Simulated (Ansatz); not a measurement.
# LiMgF3 (model cell, started as cubic perovskite with Mg in the octahedra): a soft mode frozen in, part 2 of 2

Which phase does LiMgF3 (model cell, started as cubic perovskite with Mg in the octahedra) fall into along its unstable mode, and how much energy does it gain?

Ansatz 0.2.0; DFT PBEsol, scalar-relativistic, plane waves, PAW; PAW set soft_1.

So far, highest frequency on the path or at a solved wavevector (cm⁻¹): step 2 (response at finite wavevector) 663. Also lowest frequency on the path (cm⁻¹): step 2 -228.

The structure was built from a prototype and need not be the compound's stable phase.

## (4) The mode frozen in, largest atomic shift 0.6 Å

The atoms are moved along the unstable eigenvector, the largest shift by 0.6 Å, with the cell fixed.

The input, input.yaml:

```yaml
crystal:
  lattice:
    - [3.8727366541, 0.0, 0.0]
    - [0.0, 3.8727366541, -3.8727366541]
    - [0.0, 7.7454733082, 7.7454733082]
  atoms:
    - { symbol: Li, position: [0.0, -0.1095514895, 0.0] }
    - { symbol: Li, position: [0.0, 0.5, 0.25] }
    - { symbol: Li, position: [0.0, 0.1095514895, 0.5] }
    - { symbol: Li, position: [0.0, 0.5, 0.75] }
    - { symbol: Mg, position: [0.5, 0.0, 0.25] }
    - { symbol: Mg, position: [0.5, 0.5071741838, 0.5] }
    - { symbol: Mg, position: [0.5, 0.0, 0.75] }
    - { symbol: Mg, position: [0.5, 0.4928258162, 0.0] }
    - { symbol: F, position: [0.5, 0.2584002647, 0.1293693446] }
    - { symbol: F, position: [0.5, 0.7415997353, 0.3706306554] }
    - { symbol: F, position: [0.5, 0.2415997353, 0.6206306554] }
    - { symbol: F, position: [0.5, 0.7584002647, 0.8793693446] }
    - { symbol: F, position: [0.5, 0.7584002647, 0.1206306554] }
    - { symbol: F, position: [0.5, 0.2415997353, 0.3793693446] }
    - { symbol: F, position: [0.5, 0.7415997353, 0.6293693446] }
    - { symbol: F, position: [0.5, 0.2584002647, 0.8706306554] }
    - { symbol: F, position: [0.0, 0.0, 0.25] }
    - { symbol: F, position: [0.0, 0.4696378398, 0.5] }
    - { symbol: F, position: [0.0, 0.0, 0.75] }
    - { symbol: F, position: [0.0, 0.5303621602, 0.0] }
kpoints:
  mp_grid: { grid: [6, 4, 2] }
hamiltonian:
  xc: pbesol
  pseudopotentials: { kind: paw, azcp: { folder: soft_1 }, xc_functional: pbe }
scf:
  occupations: { method: gaussian, width: 0.02 }
output:
  forces: true
  stress: true
  eigenvalues: true
```

Command:

```console
$ ansatz run input.yaml --threads 8 --pin off --max-ram 16384MiB --backend cpu --events-out ev --progress --plain --runs-dir out
```

Numbers of over 12 decimals in the logs are rounded to 6 here.

Log:

```text
[...]
Crystal: 20 atoms, lattice volume = 232.335 Å³
Basis set: ecut = 420 eV, 4555 PW (Γ), exchange–correlation on 54×80×150 points (8 copies of the dense FFT grid, shifted against one another)
Bands: 88, of which v1, the nominal top of the filled ones, is band 68 counted from 1 (67 counted from 0)
Symmetry: 8 space group operations
[...]
k-points: 24 of 48
[...]
k-point 0: bands = [... 64 lower, 0.4018, 0.5146, 0.5341, 0.8968, 6.8700, 8.3928, 8.4392, 10.6987, ... 7 higher]
  k-point 1: bands = [... 64 lower, 0.4089, 0.4089, 0.7598, 0.7598, 7.3186, 7.3186, 9.7495, 9.7495, ... 7 higher]
  k-point 2: bands = [... 64 lower, 0.3518, 0.3678, 0.4067, 0.7597, 7.3068, 8.6751, 8.6928, 9.8661, ... 7 higher]
  k-point 23: bands = [... 64 lower, 0.7195, 0.7195, 0.8114, 0.8114, 10.1730, 10.1730, 10.5273, 10.5273, ... 7 higher]
[key lines of the parts left out:]
SCF converged after 11 iterations
Free energy (F): -18094.194372 eV
Fermi energy:    3.889049 eV
P = ⅓ Tr σ = 0.5139 GPa (5.139 kbar)
```

It took 2.8 s on 8 threads of INTEL XEON PLATINUM 8581C at 2.30GHz (Emerald Rapids), shared host; peak memory 1.3 GiB; 20 s of CPU time.

A gap read on the k-mesh alone can miss the band edges.

Numbers from this step:

```yaml
pressure: 0.5139 GPa
gap_on_the_k_mesh: 5.962 eV
energy_from_the_undistorted_cell: -21.71 meV/atom
```

The energy, extrapolated to zero smearing, is -21.71 meV/atom against the undistorted cell.

## (5) Energy along the mode, all amplitudes (two of the runs are shown above)

An imaginary frequency means negative curvature, so the energy should fall and then rise again as anharmonic terms take over.

Numbers from this step:

| Property | Result |
| --- | --- |
| depth at the lowest point sampled | 21.71 meV/atom |
| largest atomic shift at that point | 0.6 Å |

Energy from the parent against largest atomic shift:

| largest atomic shift (Å) | energy from the parent (meV/atom) |
| --- | --- |
| 0.000 | 0 |
| 0.040 | -0.13 |
| 0.080 | -0.521 |
| 0.140 | -1.58 |
| 0.220 | -3.85 |
| 0.320 | -7.88 |
| 0.450 | -14.5 |
| 0.600 | -21.7 |

Displacement at unit largest shift by atom:

| atom | x (Å) | y (Å) | z (Å) | size |
| --- | --- | --- | --- | --- |
| Li1 | 0.000 | -0.707 | 0.707 | 1.000 |
| Li2 | 0.000 | 0.000 | 0.000 | 0.000 |
| Li3 | 0.000 | 0.707 | -0.707 | 1.000 |
| Li4 | 0.000 | 0.000 | 0.000 | 0.000 |
| Mg5 | 0.000 | 0.000 | 0.000 | 0.000 |
| Mg6 | 0.000 | 0.046 | -0.046 | 0.065 |
| Mg7 | 0.000 | 0.000 | 0.000 | 0.000 |
| Mg8 | 0.000 | -0.046 | 0.046 | 0.065 |
| F9 | 0.000 | 0.111 | 0.002 | 0.111 |
| F10 | 0.000 | -0.111 | -0.002 | 0.111 |
| F11 | 0.000 | -0.111 | -0.002 | 0.111 |
| F12 | 0.000 | 0.111 | 0.002 | 0.111 |
| F13 | 0.000 | -0.002 | -0.111 | 0.111 |
| F14 | 0.000 | 0.002 | 0.111 | 0.111 |
| F15 | 0.000 | 0.002 | 0.111 | 0.111 |
| F16 | 0.000 | -0.002 | -0.111 | 0.111 |
| F17 | 0.000 | 0.000 | 0.000 | 0.000 |
| F18 | 0.000 | -0.196 | 0.196 | 0.277 |
| F19 | 0.000 | 0.000 | 0.000 | 0.000 |
| F20 | 0.000 | 0.196 | -0.196 | 0.277 |

The lowest of the steps tried is the last one, at 0.6 Å, 21.7 meV/atom below the parent; the bottom of the well need not coincide with a step.

## (6) Relaxing from the distorted cell

Starting from the lowest point found, all atoms and the cell are let go, so that strain and other modes of the same symmetry can join in.

input.yaml, as its differences from that of step 4:

```diff
@@ -32,3 +32,3 @@
 scf:
-  occupations: { method: gaussian, width: 0.02 }
+  occupations: { method: fixed }
 output:
@@ -37 +37,6 @@
   eigenvalues: true
+relax:
+  adjacent_minimum: "off"
+  f_tol: 0.002
+  max_steps: 120
+  cell: { stress_tol: 0.03 }
```

Log:

```text
[...]
Crystal: 20 atoms, lattice volume = 232.335 Å³
Basis set: ecut = 420 eV, 4555 PW (Γ), exchange–correlation on 54×80×150 points (8 copies of the dense FFT grid, shifted against one another)
Bands: 88, of which v1, the nominal top of the filled ones, is band 68 counted from 1 (67 counted from 0)
Symmetry: 8 space group operations
[...]
k-points: 24 of 48
[...]
SCF iter   1: F=—  HF=-18099.657462 eV  |F-HF|=—  |Δ(HF+E_count)|=         —  Δρ=1.01e-1  dr2=1.69e1  ethr=3.10e-3  ⟨swp⟩=4.6  Hψ=7486  notcnv=0  defer=394
[...]
SCF iter  11: F=-18094.194372 eV  HF=-18094.194372 eV  |F-HF|=2.07e-8  |Δ(HF+E_count)|=   1.54e-7  Δρ=2.23e-6  dr2=1.61e-8  ethr=7.35e-11  ⟨swp⟩=13.5  Hψ=12042  notcnv=0
SCF 1 converged in 11 iterations: F = -18094.194372 eV  dr2 = 1.61e-8
[...]
relax step   1: F+E_penalty+E_count = -18094.19437232 eV  Δ(F+E_penalty+E_count) = +0.000e0 eV  max|allowed force component| = 2.768e-1 eV/Å  Δτ_max = 0.0000 Å  P = +0.514 GPa  Ω = 232.335 Å³  (11 SCF iters, dr2 threshold 1.00e-7 eV, accepted)
Crystal: 20 atoms, lattice volume = 233.045 Å³
Basis set: ecut = 420 eV, 4599 PW (Γ), exchange–correlation on 54×80×150 points (8 copies of the dense FFT grid, shifted against one another)
[...]
iter 1 solved again at ethr=3.90e-6 eV; its pass at ethr=3.10e-3 eV (dr2=5.30e-3 eV) is discarded
[...]
SCF iter   5: F=-18094.256219 eV  HF=-18094.256218 eV  |F-HF|=1.01e-6  |Δ(HF+E_count)|=   6.35e-6  Δρ=2.02e-5  dr2=8.44e-7  ethr=1.47e-9  ⟨swp⟩=11.2  Hψ=11294  notcnv=0
SCF 2 converged in 5 iterations: F = -18094.256219 eV  dr2 = 8.44e-7
[...]
relax step   2: F+E_penalty+E_count = -18094.25621913 eV  Δ(F+E_penalty+E_count) = -6.185e-2 eV  max|allowed force component| = 2.273e-1 eV/Å  Δτ_max = 0.0387 Å  P = +0.294 GPa  Ω = 233.045 Å³  energy of the carried Pulay correction = -1.656e-3 eV  (5 SCF iters, dr2 threshold 2.00e-6 eV, accepted)
Crystal: 20 atoms, lattice volume = 235.157 Å³
Basis set: ecut = 420 eV, 4623 PW (Γ), exchange–correlation on 54×80×150 points (8 copies of the dense FFT grid, shifted against one another)
[...]
SCF iter   7: F=-18094.447908 eV  HF=-18094.447905 eV  |F-HF|=2.40e-6  |Δ(HF+E_count)|=   6.99e-6  Δρ=1.49e-5  dr2=6.83e-7  ethr=1.47e-9  ⟨swp⟩=11.0  Hψ=11567  notcnv=0
SCF 3 converged in 7 iterations: F = -18094.447908 eV  dr2 = 6.83e-7
relax step   3: F+E_penalty+E_count = -18094.44790777 eV  Δ(F+E_penalty+E_count) = -1.917e-1 eV  max|allowed force component| = 2.376e-1 eV/Å  Δτ_max = 0.1951 Å  P = -0.176 GPa  Ω = 235.157 Å³  energy of the carried Pulay correction = -6.553e-3 eV  (7 SCF iters, dr2 threshold 2.00e-6 eV, accepted)
[... from here on, the SCF cycles and remarks between the steps are left out ...]
relax step   4: F+E_penalty+E_count = -18094.49950521 eV  Δ(F+E_penalty+E_count) = -5.160e-2 eV  max|allowed force component| = 3.544e-1 eV/Å  Δτ_max = 0.1646 Å  P = +0.710 GPa  Ω = 229.198 Å³  energy of the carried Pulay correction = +7.376e-3 eV  (7 SCF iters, dr2 threshold 2.00e-6 eV, accepted)
relax step   5: F+E_penalty+E_count = -18094.55912568 eV  Δ(F+E_penalty+E_count) = -5.962e-2 eV  max|allowed force component| = 1.936e-1 eV/Å  Δτ_max = 0.0588 Å  P = -0.480 GPa  Ω = 233.884 Å³  energy of the carried Pulay correction = -3.607e-3 eV  (6 SCF iters, dr2 threshold 2.00e-6 eV, accepted)
relax step   6: F+E_penalty+E_count = -18094.58957945 eV  Δ(F+E_penalty+E_count) = -3.045e-2 eV  max|allowed force component| = 2.473e-2 eV/Å  Δτ_max = 0.0494 Å  P = +0.278 GPa  Ω = 230.878 Å³  energy of the carried Pulay correction = +3.413e-3 eV  (6 SCF iters, dr2 threshold 2.00e-6 eV, accepted)
relax step   7: F+E_penalty+E_count = -18094.58823239 eV  Δ(F+E_penalty+E_count) = +1.347e-3 eV  max|allowed force component| = 2.992e-2 eV/Å  Δτ_max = 0.0080 Å  P = -0.102 GPa  Ω = 231.757 Å³  energy of the carried Pulay correction = +1.350e-3 eV  (5 SCF iters, dr2 threshold 3.87e-7 eV, accepted)
relax step   8: F+E_penalty+E_count = -18094.58919441 eV  Δ(F+E_penalty+E_count) = -9.620e-4 eV  max|allowed force component| = 5.816e-3 eV/Å  Δτ_max = 0.0057 Å  P = +0.016 GPa  Ω = 231.481 Å³  energy of the carried Pulay correction = +1.996e-3 eV  (5 SCF iters, dr2 threshold 5.60e-8 eV, accepted)
relax step   9: F+E_penalty+E_count = -18094.58916445 eV  Δ(F+E_penalty+E_count) = +2.995e-5 eV  max|allowed force component| = 7.265e-3 eV/Å  Δτ_max = 0.0043 Å  P = -0.001 GPa  Ω = 231.516 Å³  energy of the carried Pulay correction = +1.916e-3 eV  (6 SCF iters, dr2 threshold 3.62e-9 eV, accepted)
relax step  10: F+E_penalty+E_count = -18094.58915329 eV  Δ(F+E_penalty+E_count) = +1.116e-5 eV  max|allowed force component| = 3.279e-4 eV/Å  Δτ_max = 0.0016 Å  P = +0.001 GPa  Ω = 231.533 Å³  energy of the carried Pulay correction = +1.876e-3 eV  (6 SCF iters, dr2 threshold 3.30e-9 eV, accepted)
relax step  11: F+E_penalty+E_count = -18094.58853548 eV  Δ(F+E_penalty+E_count) = +6.178e-4 eV  max|allowed force component| = 4.561e-4 eV/Å  Δτ_max = 0.0000 Å  P = -0.008 GPa  Ω = 231.533 Å³  stress off target by 8.69e-2 GPa  SCF on the basis re-selected at this cell (its energy is not comparable with the rows above)  (6 SCF iters)
relax step  12: F+E_penalty+E_count = -18094.58864733 eV  Δ(F+E_penalty+E_count) = -1.119e-4 eV  max|allowed force component| = 3.826e-3 eV/Å  Δτ_max = 0.0016 Å  P = -0.012 GPa  Ω = 231.520 Å³  energy of the carried Pulay correction = +2.858e-5 eV  (5 SCF iters, dr2 threshold 1.89e-8 eV, accepted)
relax step  13: F+E_penalty+E_count = -18094.58871425 eV  Δ(F+E_penalty+E_count) = -6.692e-5 eV  max|allowed force component| = 1.167e-3 eV/Å  Δτ_max = 0.0003 Å  P = -0.002 GPa  Ω = 231.493 Å³  energy of the carried Pulay correction = +9.125e-5 eV  (6 SCF iters, dr2 threshold 9.15e-10 eV, accepted)
[...]
SCF iter   5: F=-18094.588706 eV  HF=-18094.588706 eV  |F-HF|=4.84e-10  |Δ(HF+E_count)|=   7.17e-8  Δρ=2.71e-7  dr2=6.85e-11  ethr=1.00e-12  ⟨swp⟩=12.4  Hψ=13385  notcnv=0
SCF 14 converged in 5 iterations: F = -18094.588706 eV  dr2 = 6.85e-11
relax step  14: F+E_penalty+E_count = -18094.58870575 eV  Δ(F+E_penalty+E_count) = +8.501e-6 eV  max|allowed force component| = 1.167e-3 eV/Å  Δτ_max = 0.0000 Å  P = -0.003 GPa  Ω = 231.493 Å³  stress off target by 5.78e-3 GPa  SCF on the basis re-selected at this cell (its energy is not comparable with the rows above)  (5 SCF iters)
[...]
SCF converged after 5 iterations
Free energy (F): -18094.588706 eV
[...]
Internal energy: -18094.588706 eV  (E = F + TS)
E sigma→0 (E₀):  -18094.588706 eV
Fermi energy:    0.904045 eV
[...]
--- Forces (eV/Å), atoms counted from 1 ---
  atom   1  Li     0.00000000     0.00014304    -0.00014304
  atom   2  Li    -0.00000000     0.00000000     0.00000000
  atom   3  Li    -0.00000000    -0.00014304     0.00014304
  atom   4  Li     0.00000000     0.00000000     0.00000000
  atom   5  Mg     0.00000000     0.00000000    -0.00000000
  atom   6  Mg    -0.00000000     0.00064921    -0.00064921
  atom   7  Mg     0.00000000     0.00000000     0.00000000
  atom   8  Mg     0.00000000    -0.00064921     0.00064921
  atom   9  F      0.00000000     0.00022301    -0.00116687
  atom  10  F     -0.00000000    -0.00022301     0.00116687
  atom  11  F      0.00000000     0.00038468     0.00011801
  atom  12  F     -0.00000000    -0.00038468    -0.00011801
  atom  13  F     -0.00000000     0.00011801     0.00038468
  atom  14  F      0.00000000    -0.00011801    -0.00038468
  atom  15  F     -0.00000000    -0.00116687     0.00022301
  atom  16  F      0.00000000     0.00116687    -0.00022301
  atom  17  F      0.00000000     0.00000000     0.00000000
  atom  18  F      0.00000000     0.00024899    -0.00024899
  atom  19  F     -0.00000000     0.00000000    -0.00000000
  atom  20  F     -0.00000000    -0.00024899     0.00024899
  max |Σ_I F_I| component: 1.08e-19 eV/Å
--- Stress (GPa, compression-positive) ---
       -0.005777      -0.000000       0.000000
       -0.000000      -0.001482       0.003714
        0.000000       0.003714      -0.001482
  P = ⅓ Tr σ = -0.0029 GPa (-0.029 kbar)
--- Band table (eV; the first three rows and the last of 24) ---
  k-point 0: bands = [... 64 lower, 0.5070, 0.5200, 0.8542, 0.8568, 6.9486, 8.2878, 8.6766, 10.6905, ... 16 higher]
  k-point 1: bands = [... 64 lower, 0.4745, 0.4745, 0.8271, 0.8271, 7.3863, 7.3863, 9.8000, 9.8000, ... 16 higher]
  k-point 2: bands = [... 64 lower, 0.3559, 0.3883, 0.7678, 0.8209, 7.3709, 8.4983, 8.9433, 10.0812, ... 16 higher]
  k-point 23: bands = [... 64 lower, 0.6821, 0.6821, 0.7134, 0.7134, 9.9900, 9.9900, 10.7574, 10.7574, ... 16 higher]
--- Relaxed structure (12 steps of the walk, 12 accepted, 2 SCFs on fresh bases) ---
  F+E_penalty+E_count = -18094.58870575 eV   max|allowed force component| = 1.167e-3 eV/Å   (the final SCF, on the basis selected at the relaxed cell)
  cell:  # Å, volume = 231.4926 Å³
    - [3.813948, 0, 0]
    - [0, 3.869276, -3.869276]
    - [0, 7.843369, 7.843369]
  atoms:
    - { symbol: Li, position: [0, -0.131405, 0.0] }
    - { symbol: Li, position: [0, 0.5, 0.250000] }
    - { symbol: Li, position: [0, 0.131405, 0.500000] }
    - { symbol: Li, position: [0, 0.500000, 0.750000] }
    - { symbol: Mg, position: [0.5, 0.0, 0.250000] }
    - { symbol: Mg, position: [0.5, 0.500548, 0.5] }
    - { symbol: Mg, position: [0.5, 0.0, 0.750000] }
    - { symbol: Mg, position: [0.5, 0.499452, 0.0] }
    - { symbol: F, position: [0.5, 0.313862, 0.151551] }
    - { symbol: F, position: [0.5, 0.686138, 0.348449] }
    - { symbol: F, position: [0.5, 0.201879, 0.607202] }
    - { symbol: F, position: [0.5, 0.798121, 0.892798] }
    - { symbol: F, position: [0.5, 0.798121, 0.107202] }
    - { symbol: F, position: [0.5, 0.201879, 0.392798] }
    - { symbol: F, position: [0.5, 0.686138, 0.651551] }
    - { symbol: F, position: [0.5, 0.313862, 0.848449] }
    - { symbol: F, position: [0, 0.0, 0.250000] }
    - { symbol: F, position: [0, 0.475153, 0.500000] }
    - { symbol: F, position: [0, 0.0, 0.750000] }
    - { symbol: F, position: [0, 0.524847, 0.0] }
```

Run time: 44 s. Hardware: 8 threads; peak memory 1.4 GiB.

Step by step:

| step | energy less that of the first step (eV) | largest force component (eV/Å) | pressure (GPa) | volume (Å³) |
| --- | --- | --- | --- | --- |
| 1 | 0.0000 | 0.2768 | 0.51 | 232.33 |
| 2 | -0.0618 | 0.2273 | 0.29 | 233.04 |
| 3 | -0.2535 | 0.2376 | -0.18 | 235.16 |
| 4 | -0.3051 | 0.3544 | 0.71 | 229.20 |
| 5 | -0.3648 | 0.1936 | -0.48 | 233.88 |
| 6 | -0.3952 | 0.0247 | 0.28 | 230.88 |
| 7 | -0.3939 | 0.0299 | -0.10 | 231.76 |
| 8 | -0.3948 | 0.0058 | 0.02 | 231.48 |
| 9 | -0.3948 | 0.0073 | 0.00 | 231.52 |
| 10 | -0.3948 | 0.0003 | 0.00 | 231.53 |
| 11* | -0.3942 | 0.0005 | -0.01 | 231.53 |
| 12 | -0.3943 | 0.0038 | -0.01 | 231.52 |
| 13 | -0.3943 | 0.0012 | 0.00 | 231.49 |
| 14* | -0.3943 | 0.0012 | 0.00 | 231.49 |

Relaxation steps marked * repeat the geometry before them on a plane-wave basis chosen anew for their cell, so energy and pressure can jump there.

Forces are held to the 8 operations that the run works with; a distortion that breaks them can't arise in this run.

| cell as run | before | after | change |
| --- | --- | --- | --- |
| a (Å) | 3.873 | 3.814 | -1.5 % |
| b (Å) | 5.477 | 5.472 | -0.1 % |
| c (Å) | 10.954 | 11.092 | +1.3 % |
| volume (Å³/atom) | 11.62 | 11.57 | -0.4 % |

The atoms that moved most (Å, as changes of fractional coordinates times the final cell):

| atom | dx | dy | dz | length |
| --- | --- | --- | --- | --- |
| F15 | 0.000 | -0.041 | 0.389 | 0.391 |
| F9 | 0.000 | 0.389 | -0.041 | 0.391 |
| F16 | 0.000 | 0.041 | -0.389 | 0.391 |
| F10 | 0.000 | -0.389 | 0.041 | 0.391 |
| F13 | 0.000 | 0.048 | -0.259 | 0.263 |
| F12 | 0.000 | 0.259 | -0.048 | 0.263 |
| F14 | 0.000 | -0.048 | 0.259 | 0.263 |
| F11 | 0.000 | -0.259 | 0.048 | 0.263 |

The relaxed structure:

```xyz
20
Lattice="3.8139 0.0000 0.0000 0.0000 3.8693 -3.8693 0.0000 7.8434 7.8434" Properties=species:S:1:pos:R:3 pbc="T T T"
Li    0.0000   -0.5084    0.5084
Li    0.0000    3.8955    0.0262
Li    0.0000    4.4301    3.4132
Li    0.0000    7.8172    3.9479
Mg    1.9070    1.9608    1.9608
Mg    1.9070    5.8584    1.9849
Mg    1.9070    5.8825    5.8825
Mg    1.9070    1.9325   -1.9325
F     1.9070    2.4031   -0.0258
F     1.9070    5.3879    0.0782
F     1.9070    5.5436    3.9814
F     1.9070   10.0907    3.9144
F     1.9070    3.9290   -2.2473
F     1.9070    3.8620    2.2997
F     1.9070    7.7652    2.4555
F     1.9070    7.8691    5.4403
F     0.0000    1.9608    1.9608
F     0.0000    5.7602    2.0832
F     0.0000    5.8825    5.8825
F     0.0000    2.0308   -2.0308
```

Numbers from this step:

```
pressure          : -0.002914 GPa
gap on the k-mesh : 6.045 eV
volume per atom   : 11.57 Å³
```

The distorted start has space group Pmma; the relaxation ends in Pmma.

## (7) The phases reached

The phases reached along the modes that were followed are set side by side.

Energies are those of the first relaxation, on the mesh of the frozen mode; space group, volume and gap are those of the last relaxation. Phases, by row:

| mode frozen in | space group | energy from parent (meV/atom) | volume (Å³/atom) | gap on mesh (eV) | lowest zone-centre optical mode (cm⁻¹) | largest shift (Å) |
| --- | --- | --- | --- | --- | --- | --- |
| parent | Pm-3m | 0 | 11.62 | 5.882 | – | – |
| q = (0, 0, 0), 228i cm⁻¹ | P4mm | -79.39 | 12.07 | 6.075 | 133.1 | 1.036 |
| q = (0, 0, 0), 228i cm⁻¹ | R3m | -83.61 | 12.22 | 6.198 | 106.2 | 0.886 |
| q = (0, 0, 0), 228i cm⁻¹ | Amm2 | -66.96 | 12 | 6.019 | -192.7 | 0.796 |
| q = (0, 0.25, 0.25), 217i cm⁻¹ | Pmma | -41.43 | 11.57 | 6.045 | – | 0.719 |

## (8) Results

```json
{
  "unstable mode of the parent": "q = (0, 0.25, 0.25), 217i cm⁻¹",
  "depth at the lowest point sampled": "21.7 meV/atom",
  "largest atomic shift at that point": "0.6 Å",
  "space group reached (within 0.01 Å)": "Pmma",
  "energy gained over the parent (first relaxation, on the mesh of the frozen mode)": "41.4 meV/atom",
  "volume per atom, phase reached": "11.6 Å³",
  "gap on the k-mesh, phase reached": "6.04 eV"
}
```

In words: Along this mode the structure falls into Pmma, 41.4 meV/atom below the parent. At the parent's cell the well is 21.71 meV/atom deep on the steps tried, with its lowest point at a shift of 0.6 Å. That is the last step tried, so the steps alone don't bracket the bottom of the well. Relaxing atoms and cell changes the gain by +19.72 meV/atom against the lowest step (energies at zero smearing). The modes of the phase reached were not computed on this path. Of the 4 patterns followed to their end from this parent, this one ends 42.2 meV/atom above the lowest, R3m. Each path keeps the symmetry of its pattern, so a lower phase may lie along a pattern not tried. The PAW files were made for PBE and serve the other functionals too. The starting cell was built on a prototype and not taken from a measurement, so the phase need not exist.

[Logs are printed without paths, hosts, clocks, repeated set-up lines and the standing remarks that a program may print on its own settings, such as how far it seeks lower states.]

[Hosts, paths, dates, database ids (printed as entryN), source tags and the programs' standing remarks are cut or masked in the printed files.]
